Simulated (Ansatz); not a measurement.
# LuZn (Pm-3m): from the cell to its phonons, part 3 of 3

Aim: the vibrations of LuZn (Pm-3m), their spectra, and whether the structure is stable.

Ansatz 0.2.0; DFT PBEsol, scalar-relativistic, plane waves, PAW; PAW set soft_1.

So far. Step 3 (Relaxing to small forces for the phonons): The forces vanish by symmetry and the pressure is -0.005 GPa, within the tolerances set. The cell now holds 20.19 Å³/atom. Step 4 (Linear response at the zone centre): Before it was imposed, the acoustic sum rule was missed by 1.7e-4 eV/Å². Small misses are needed for a sound result but don't prove that mesh and cutoff are converged. The lowest optical mode is real, 144 cm⁻¹. The relaxed cell has a = 3.431 Å (conventional setting).

## (5) Response at finite wavevector

Stability and thermal properties need the whole zone. Linear response on a 4×4×4 q mesh gives force constants as far as a supercell of that size would.

Input file input.yaml:

```yaml
crystal:
  lattice:
    - [3.4306178123, 0.0, 0.0]
    - [0.0, 3.4306178123, 0.0]
    - [0.0, 0.0, 3.4306178123]
  atoms:
    - { symbol: Lu, position: [0.0, 0.0, 0.0] }
    - { symbol: Zn, position: [0.5, 0.5, 0.5] }
kpoints:
  mp_grid: { grid: [12, 12, 12] }
hamiltonian:
  xc: pbesol
  pseudopotentials: { kind: paw, azcp: { folder: soft_1 }, xc_functional: pbe }
scf:
  occupations: { method: methfessel_paxton, width: 0.2 }
output:
  eigenvalues: true
phonons:
  method: dfpt
  qmesh: [4, 4, 4]
  temperatures: { t_max: 1000, t_step: 50 }
  qpath:
    path:
      - [[0.0, 0.0, 0.0], [0.0, 0.5, 0.0], [0.5, 0.5, 0.0], [0.0, 0.0, 0.0], [0.5, 0.5, 0.5], [0.0, 0.5, 0.0]]
      - [[0.5, 0.5, 0.5], [0.5, 0.5, 0.0]]
    npoints: 10
```

On the command line:

```bash
ansatz run input.yaml --threads 4 --pin off --max-ram 10240MiB --backend cpu --events-out ev --progress --plain --runs-dir out
```

Numbers of over 12 decimals in the logs are rounded to 6 here.

Log:

```text
[...]
Crystal: 2 atoms, lattice volume = 40.375 Å³
Basis set: ecut = 420 eV, 751 PW (Γ), exchange–correlation on 48×48×48 points (8 copies of the dense FFT grid, shifted against one another)
Bands: 23, of which v1, the nominal top of the filled ones, is band 19 counted from 1 (18 counted from 0)
Symmetry: 48 space group operations
k-points: 84 of 1728
[...]
SCF iter   1: F=—  HF=-17894.627140 eV  |F-HF|=—  |Δ(HF+E_count)|=         —  Δρ=1.19e-1  dr2=4.29e0  ethr=3.10e-3  ⟨swp⟩=6.5  Hψ=9938  notcnv=0
[...]
SCF iter  13: F=-17893.683853 eV  HF=-17893.683853 eV  |F-HF|=7.28e-12  |Δ(HF+E_count)|=  8.00e-11  S|Δr|=    0.00e0  Δρ=1.73e-7  dr2=8.34e-12  ethr=1.00e-12  ⟨swp⟩=7.9  Hψ=15981  notcnv=0
SCF 1 converged in 13 iterations: F = -17893.683853 eV  dr2 = 8.34e-12
[...]
phonons: the bands overlap, so this run is a metal and interpolates without the dipole-dipole term. If the crystal is really an insulator or semiconductor, its LO-TO splitting is missing
NSCF: frozen V_eff on 84 k-points
[...]
DFPT response loops at q = (0, 0, 0) (fractional): preconditioner auto → Kerker (q_TF=auto, 2.689 Å⁻¹) (partly filled bands, converged f_vac=0.000); β = 1.00, the filter's whole step (`scf.mixing.beta` (0.50) is not read by the response loops under this deck's `scf.mixing.preconditioner`; to damp them name `kerker` or `kerker_dos`, under which they read `scf.mixing.beta`, and type it under 1.00, their step now; both keys bind the ground state too); Broyden in place of MSR1
[...]
SCF converged after 13 iterations
[...]
Free energy (F): -17893.683853 eV
[...]
Internal energy: -17893.680721 eV  (E = F + TS)
E sigma→0 (E₀):  -17893.683070 eV
Entropy (-TS):   -0.003133 eV (-1.566 meV/atom)
Fermi energy:    13.942714 eV
[...]
--- Band table (eV; the first three rows and the last of 84) ---
  k-point 0: bands = [... 15 lower, 8.9764, 9.0015, 14.0418, 14.0418, 19.0556, 19.0556, 19.0556, 19.1396]
  k-point 1: bands = [... 15 lower, 8.9789, 9.0024, 13.9958, 14.0686, 18.1563, 18.1563, 18.6568, 19.1483]
  k-point 2: bands = [... 15 lower, 8.9863, 9.0048, 13.7160, 14.1449, 17.3184, 17.3184, 18.1376, 19.1724]
  k-point 83: bands = [... 15 lower, 9.0077, 11.8884, 11.8884, 11.8884, 14.0417, 19.2718, 19.2718, 19.2718]
--- Phonons (Γ-DFPT): 2 representative perturbations + reference (Σ response iterations 7) ---
  ASR residual: 1.463e-4 → 0.000e0 eV/Å²; symmetrization residual: 1.220e-5 eV/Å²
  ASR residual per site (eV/Å²): 1.46e-4 1.01e-4
  Γ frequencies (cm⁻¹): 0.00 0.00 0.00 144.00 144.00 144.00
--- Phonons (arbitrary-q DFPT): 10 irreducible q on the 4×4×4 mesh ---
  q = [0.0000, 0.0000, 0.0000] (star 1, of the zone-centre solve; hermiticity 6.72e-6, symmetrization 9.89e-12): -0.00 0.00 0.00 144.00 144.00 144.00
  q = [0.0000, 0.0000, 0.2500] (star 6, 4 solved perturbations in 1848 linear systems a pass and spin channel, the states on 588 of 1728 k-point pairs; hermiticity 3.58e-6, symmetrization 6.15e-12): 52.76 52.76 71.88 138.28 138.45 138.45
[...]
q = [0.0000, 0.2500, -0.5000] (star 12, 6 solved perturbations on 588 of 1728 k-point pairs; hermiticity 4.19e-6, symmetrization 1.35e-8): 63.84 69.50 81.41 128.63 132.13 141.38
[...]
sum rule: each row above includes the acoustic sum rule's correction from the zone centre's row sums; it moved no ω² by more than (0.65 cm⁻¹)²
  mesh force constants: q→R imaginary residual 2.73e-18; ASR residual 1.463e-4 → 0.000e0 eV/Å²; symmetrization residual 2.665e-15 eV/Å²
  interpolated dispersion: 62 rows × 6 modes
  density of states and harmonic sums: on the 20×20×20 q-mesh, interpolated from the force constants of a 4×4×4 supercell (no non-analytic term)
  largest difference from the sums on the solved wave vectors: F 1.40e-2 eV, S 1.81e-5 and C_V 4.01e-6 eV/K
  zero-point energy: 0.038370 eV/cell   skipped modes (ω ≤ 0): 3   left out of the sums: 6.25e-5 of the cell's modes: C_V's classical limit lies that fraction below 3 k_B per atom; for a crystal, a wire or a layer, F and S can be off by more, and a phonons.interpolated_qmesh denser along its periods is the remedy for the sampling
```

Run time: 6.5 min. Hardware: 4 threads of Arm Neoverse V2, shared host; peak memory 2.5 GiB; 25 min of CPU time.

Numbers from this step:

| Quantity | Value |
| --- | --- |
| sum-rule residual before enforcement | 1.46e-4 eV/Å² |
| lowest frequency on the path | 0 cm⁻¹ |
| highest frequency on the path or at a solved wavevector | 150.6 cm⁻¹ |
| mean frequency | 103.2 cm⁻¹ |
| Debye temperature (second moment) | 202 K |
| logarithmic mean frequency | 96.4 cm⁻¹ |
| lowest mode on the q mesh (acoustic modes at Γ apart) | 45.48 cm⁻¹ |
| zero-point energy per atom | 19.18 meV |
| heat capacity at 300 K | 24.39 J/(mol atoms K) |
| vibrational entropy at 300 K | 44.46 J/(mol atoms K) |

Frequencies (cm⁻¹) solved at each irreducible wavevector; negative means imaginary. Frequencies by wavevector, by row:

```
q in reciprocal lattice units  star  mode 1  mode 2  mode 3  mode 4  mode 5  mode 6
                        0 0 0     1       0       0       0     144     144     144
                     0 0 0.25     6    52.8    52.8    71.9   138.3   138.4   138.4
                     0 0 -0.5     3    81.6    81.6   113.9   114.3   131.2   131.2
                  0 0.25 0.25    12    45.5      62    96.6     124   134.8   144.9
                  0 0.25 -0.5    12    63.8    69.5    81.4   128.6   132.1   141.4
                  0 -0.5 -0.5     3    46.9    46.9      53   132.5   150.6   150.6
               0.25 0.25 0.25     8    73.5    73.5    79.8   129.5   139.2   139.2
               0.25 0.25 -0.5    12      50    84.5    99.3   126.8   128.1     142
               0.25 -0.5 -0.5     6    73.9    73.9    94.2   130.7   135.1   135.1
               -0.5 -0.5 -0.5     1   108.4   108.4   108.4   111.3   111.3   111.3
```

Interpolated from a 4×4×4 q mesh. Phonon branches along the path, in cm⁻¹:

```
    point  branch 1  branch 2  branch 3  branch 4  branch 5  branch 6
        Γ         0         0         0       144       144       144
  halfway        53        53        72       138       138       138
        X        82        82       114       114       131       131
  halfway        64        70        81       129       132       141
        M        47        47        53       132       150       150
  halfway        46        62        97       124       135       145
        Γ         0         0         0       144       144       144
  halfway        74        74        80       130       139       139
        R       108       108       108       111       111       111
  halfway        50        84        99       127       128       142
        X        82        82       114       114       131       131
jump to R       108       108       108       111       111       111
  halfway        74        74        94       131       135       135
        M        47        47        53       132       150       150
```

The phonon branches as a text plot (rows in cm⁻¹):

```
    147 |            ******  *****                             **
    141 |****      ***   * **  **********          ****       *
    135 |    **  ***************    *    ***      *    **    ****
    129 |     *****        ** *      ****  **    *********  **
    122 |      *   *         *              **   *** **    *
    116 |       ***                          *  **     ****
    110 |      * *                            *****     * *
    103 |                                    *  *  *   *  ***
     97 |         *          *              **   *  *        *
     91 |     *    *       **              *     **  **    *
     85 |    *  *             *        * ** *      *** ***  *
     78 |      * **       *          ** *         *     *
     72 |   * *    **          *        ****           *     **
     66 |           **   ****                                  *
     60 |    *      ***  *   *      *  *           *  *       *
     53 |   *        ****     *                                **
     47 |  *          ********  *    **             **          *
     41 |                     **
     34 |  *                       *
     28 | *                    ***  *
     22 | *
     16 |*                      ** *
      9 |*                       *
      3 |                         *
         Γ      X      M          Γ            R        X|R     M
```

Tetrahedra on a 20×20×20 mesh, mean over bins of 2 cm-1. Interpolated from a 4×4×4 q mesh. The phonon density of states by wavenumber; read off at these points:

```
wavenumber (cm⁻¹)  phonon density of states (1/cm⁻¹/cell)
              1.0                                       0
              9.0                                  4.3e-4
             15.0                                 0.00108
             23.0                                 0.00236
             29.0                                 0.00395
             37.0                                 0.00658
             43.0                                 0.00957
             51.0                                  0.0604
             55.0                                  0.0667
             59.0                                  0.0505
             65.0                                  0.0576
             73.0                                  0.0503
             79.0                                  0.0506
             87.0                                  0.0483
             91.0                                  0.0638
             93.0                                  0.0530
            101.0                                  0.0190
            109.0                                 0.00574
            115.0                                 0.00455
            123.0                                  0.0512
            129.0                                   0.103
            133.0                                   0.190
            137.0                                   0.110
            141.0                                   0.162
            143.0                                   0.152
            151.0                                  2.7e-4
```

Phonopy on the run's constants, 17x17x17 mesh, Gaussian sigma 2.0 cm-1. Interpolated from a 4×4×4 q mesh. The partial phonon density of states by wavenumber; read off at these points; values in 1/cm⁻¹/cell:

```
wavenumber (cm⁻¹)       Lu       Zn
            -10.0        0        0
             -5.0   5.5e-6        0
              0.0   8.9e-5   3.0e-5
              5.0   3.9e-5   1.6e-5
             10.0   4.7e-4   1.7e-4
             15.0   7.7e-4   2.8e-4
             20.0  0.00185   6.7e-4
             25.0  0.00182   6.5e-4
             30.0  0.00300  0.00106
             35.0  0.00497  0.00174
             40.0  0.00492  0.00168
             45.0   0.0115  0.00470
             50.0   0.0309   0.0173
             53.7   0.0422   0.0211
             55.0   0.0411   0.0197
             60.0   0.0369   0.0139
             65.0   0.0417   0.0128
             65.8   0.0417   0.0126
             70.0   0.0413   0.0111
             75.0   0.0385   0.0119
             80.0   0.0378   0.0104
             85.0   0.0398   0.0122
             90.0   0.0471   0.0106
             91.1   0.0476   0.0106
             95.0   0.0378  0.00641
            100.0   0.0187  0.00357
            105.0   0.0104  0.00189
            110.0  0.00415  0.00126
            115.0  0.00188  0.00597
            120.0  0.00609   0.0247
            125.0   0.0147   0.0620
            130.0   0.0202    0.101
            132.8   0.0216    0.132
            135.0   0.0246    0.111
            140.0   0.0411   0.0901
            141.6   0.0468   0.0940
            145.0   0.0316   0.0563
            150.0  0.00387  0.00444
            155.0   4.3e-5   4.3e-5
            160.0        0        0
```

Second derivatives of the energy by pair, one row for each kind of neighbour of each atom listed. Each entry sums the pair over the periodic images of the supercell that the q mesh stands for, and in a polar crystal it holds the long-range dipole part too. Force constants by pair, by row:

```
atom  neighbour  distance (Å)  third of the trace (eV/Å²)  along the pair's line (eV/Å²)
 Lu1     itself             0                       5.647                              –
 Lu1         Zn         2.971                     -0.4242                         -1.333
 Lu1         Lu         3.431                     -0.3371                         -1.087
 Lu1         Lu         4.852                      0.0142                         0.1082
 Lu1         Zn         5.689                     -0.0097                        -0.0071
 Lu1         Lu         5.942                     -0.0457                        -0.1672
 Lu1         Lu         6.861                      0.0342                        -0.0702
 Lu1         Zn         7.477                    -6.00e-4                        -0.0093
 Zn2     itself             0                       3.569                              –
 Zn2         Lu         2.971                     -0.4242                         -1.333
 Zn2         Zn         3.431                        0.08                         0.3248
 Zn2         Zn         4.852                     -0.0105                        -0.0166
 Zn2         Lu         5.689                     -0.0097                        -0.0071
 Zn2         Zn         5.942                     -0.0096                        -0.0308
 Zn2         Zn         6.861                     -0.0402                        -0.1723
 Zn2         Lu         7.477                    -6.00e-4                        -0.0093
```

Harmonic thermodynamic functions per atom, from the density of states. Interpolated from a 4×4×4 q mesh. Thermodynamic functions, by row:

```
T (K)  F_vib (meV/atom)  S (J/mol-atom/K)  C_V (J/mol-atom/K)
    0             19.18                 0                   0
   50             17.99             7.263               12.87
  100             11.03             19.13               20.58
  200             -17.6             34.69               23.72
  300            -58.93             44.46               24.39
  400            -108.8             51.51               24.63
  500            -165.2             57.02               24.74
  600            -226.7             61.54                24.8
  700            -292.5             65.36               24.84
  800              -362             68.68               24.86
  900            -434.7             71.61               24.88
 1000            -510.3             74.23               24.89
```

Harmonic mean-square displacement, third of the trace. Interpolated from a 4×4×4 q mesh. Mean square displacements, by row:

```
T (K)  Lu1 U_eq (Å²)  Zn2 U_eq (Å²)
    0        0.00126        0.00246
  100        0.00302        0.00465
  300        0.00847        0.01238
  600        0.01683        0.02445
```

Symmetry leaves 10 wavevectors to solve. The lowest mode among them, the acoustic zeros apart, lies at q = (0, 0.25, 0.25) and is real, 45.5 cm⁻¹.

## (6) Isotope substitution

An isotope changes the mass and not the force constants, so no new electronic calculation is needed; the shifts show which modes move this element.

The same force constants with the mass of Zn changed from 65.380 to 67.925 u (phonopy, no LO-TO term). Both lists are sorted by frequency; levels can cross, so a row need not hold one and the same mode. Modes under 3 cm⁻¹ are left out. Isotope shifts, by row:

```
          q  rank  natural mass (cm⁻¹)  changed mass (cm⁻¹)
      0 0 0     4                  144                  142
      0 0 0     5                  144                  142
      0 0 0     6                  144                  142
   0 0 0.25     1                52.76                52.57
   0 0 0.25     2                52.76                52.57
   0 0 0.25     3                71.88                71.51
   0 0 0.25     4                138.3                136.3
   0 0 0.25     5                138.4                136.3
   0 0 0.25     6                138.4                136.4
   0 0 -0.5     1                 81.6                 81.6
   0 0 -0.5     2                 81.6                 81.6
   0 0 -0.5     3                113.9                112.1
   0 0 -0.5     4                114.3                113.9
   0 0 -0.5     5                131.2                128.7
   0 0 -0.5     6                131.2                128.7
0 0.25 0.25     1                45.48                45.19
0 0.25 0.25     2                62.03                61.91
0 0.25 0.25     3                96.63                96.62
0 0.25 0.25     4                  124                121.7
0 0.25 0.25     5                134.8                132.5
0 0.25 0.25     6                144.9                143.1
```

A mode of this element alone would shift by -1.89 %. The highest zone-centre frequency without the field goes from 144.0 to 142.0 cm⁻¹ (-1.4 %). The product of the frequency ratios over all optical modes at Γ is 0.959; the product rule, (m/m′)^(3k/2) (M′/M)^(3/2) with k = 1 such atoms and M the mass of the cell, gives 0.959.

## (7) Summary of results

```yaml
space_group_after_relaxation_within_0p01_a: Pm-3m
volume_per_atom: 20.2 Å³
electronic_character: no gap on this mesh
highest_optical_mode_at_the_zone_centre_no_lo_to_term: 144 cm⁻¹
lowest_optical_zone_centre_mode: 144 cm⁻¹
lowest_mode_on_the_q_mesh_acoustic_modes_at_gamma_apart: 45.5 cm⁻¹
highest_frequency_on_the_path_or_at_a_solved_wavevector: 151 cm⁻¹
zero_point_energy_per_atom: 19.2 meV
heat_capacity_at_300_k: 24.4 J/(mol atoms K)
vibrational_entropy_at_300_k: 44.5 J/(mol atoms K)
debye_temperature_second_moment: 202 K
imaginary_modes_on_the_4x4x4_q_mesh: none
```

What this shows: The structure is a minimum as far as tested: no mode is imaginary at the 10 irreducible wavevectors of the 4×4×4 mesh, and the softest away from the acoustic zeros lies at 45 cm⁻¹. The optical modes at Γ form one degenerate level at 144 cm⁻¹. The highest mode in this list at Γ, 144.0 cm⁻¹, is mostly motion of Zn (73 % of the kinetic energy). With no gap, or one that is small against the smearing, the frequencies hang on the k mesh and the smearing, most of all near Kohn anomalies. The phonon runs are without spin polarisation, although the cell has an odd electron count. Spin-orbit coupling is left out, which can matter for the heavy elements here. The PAW files were made for PBE and serve the other functionals too. These are harmonic frequencies at zero temperature: anharmonic shifts, linewidths and thermal expansion are left out.

[Logs are printed without paths, hosts, clocks, repeated set-up lines and the standing remarks that a program may print on its own settings, such as how far it seeks lower states.]

[Hosts, paths, dates, database ids (printed as entryN), source tags and the programs' standing remarks are cut or masked in the printed files.]
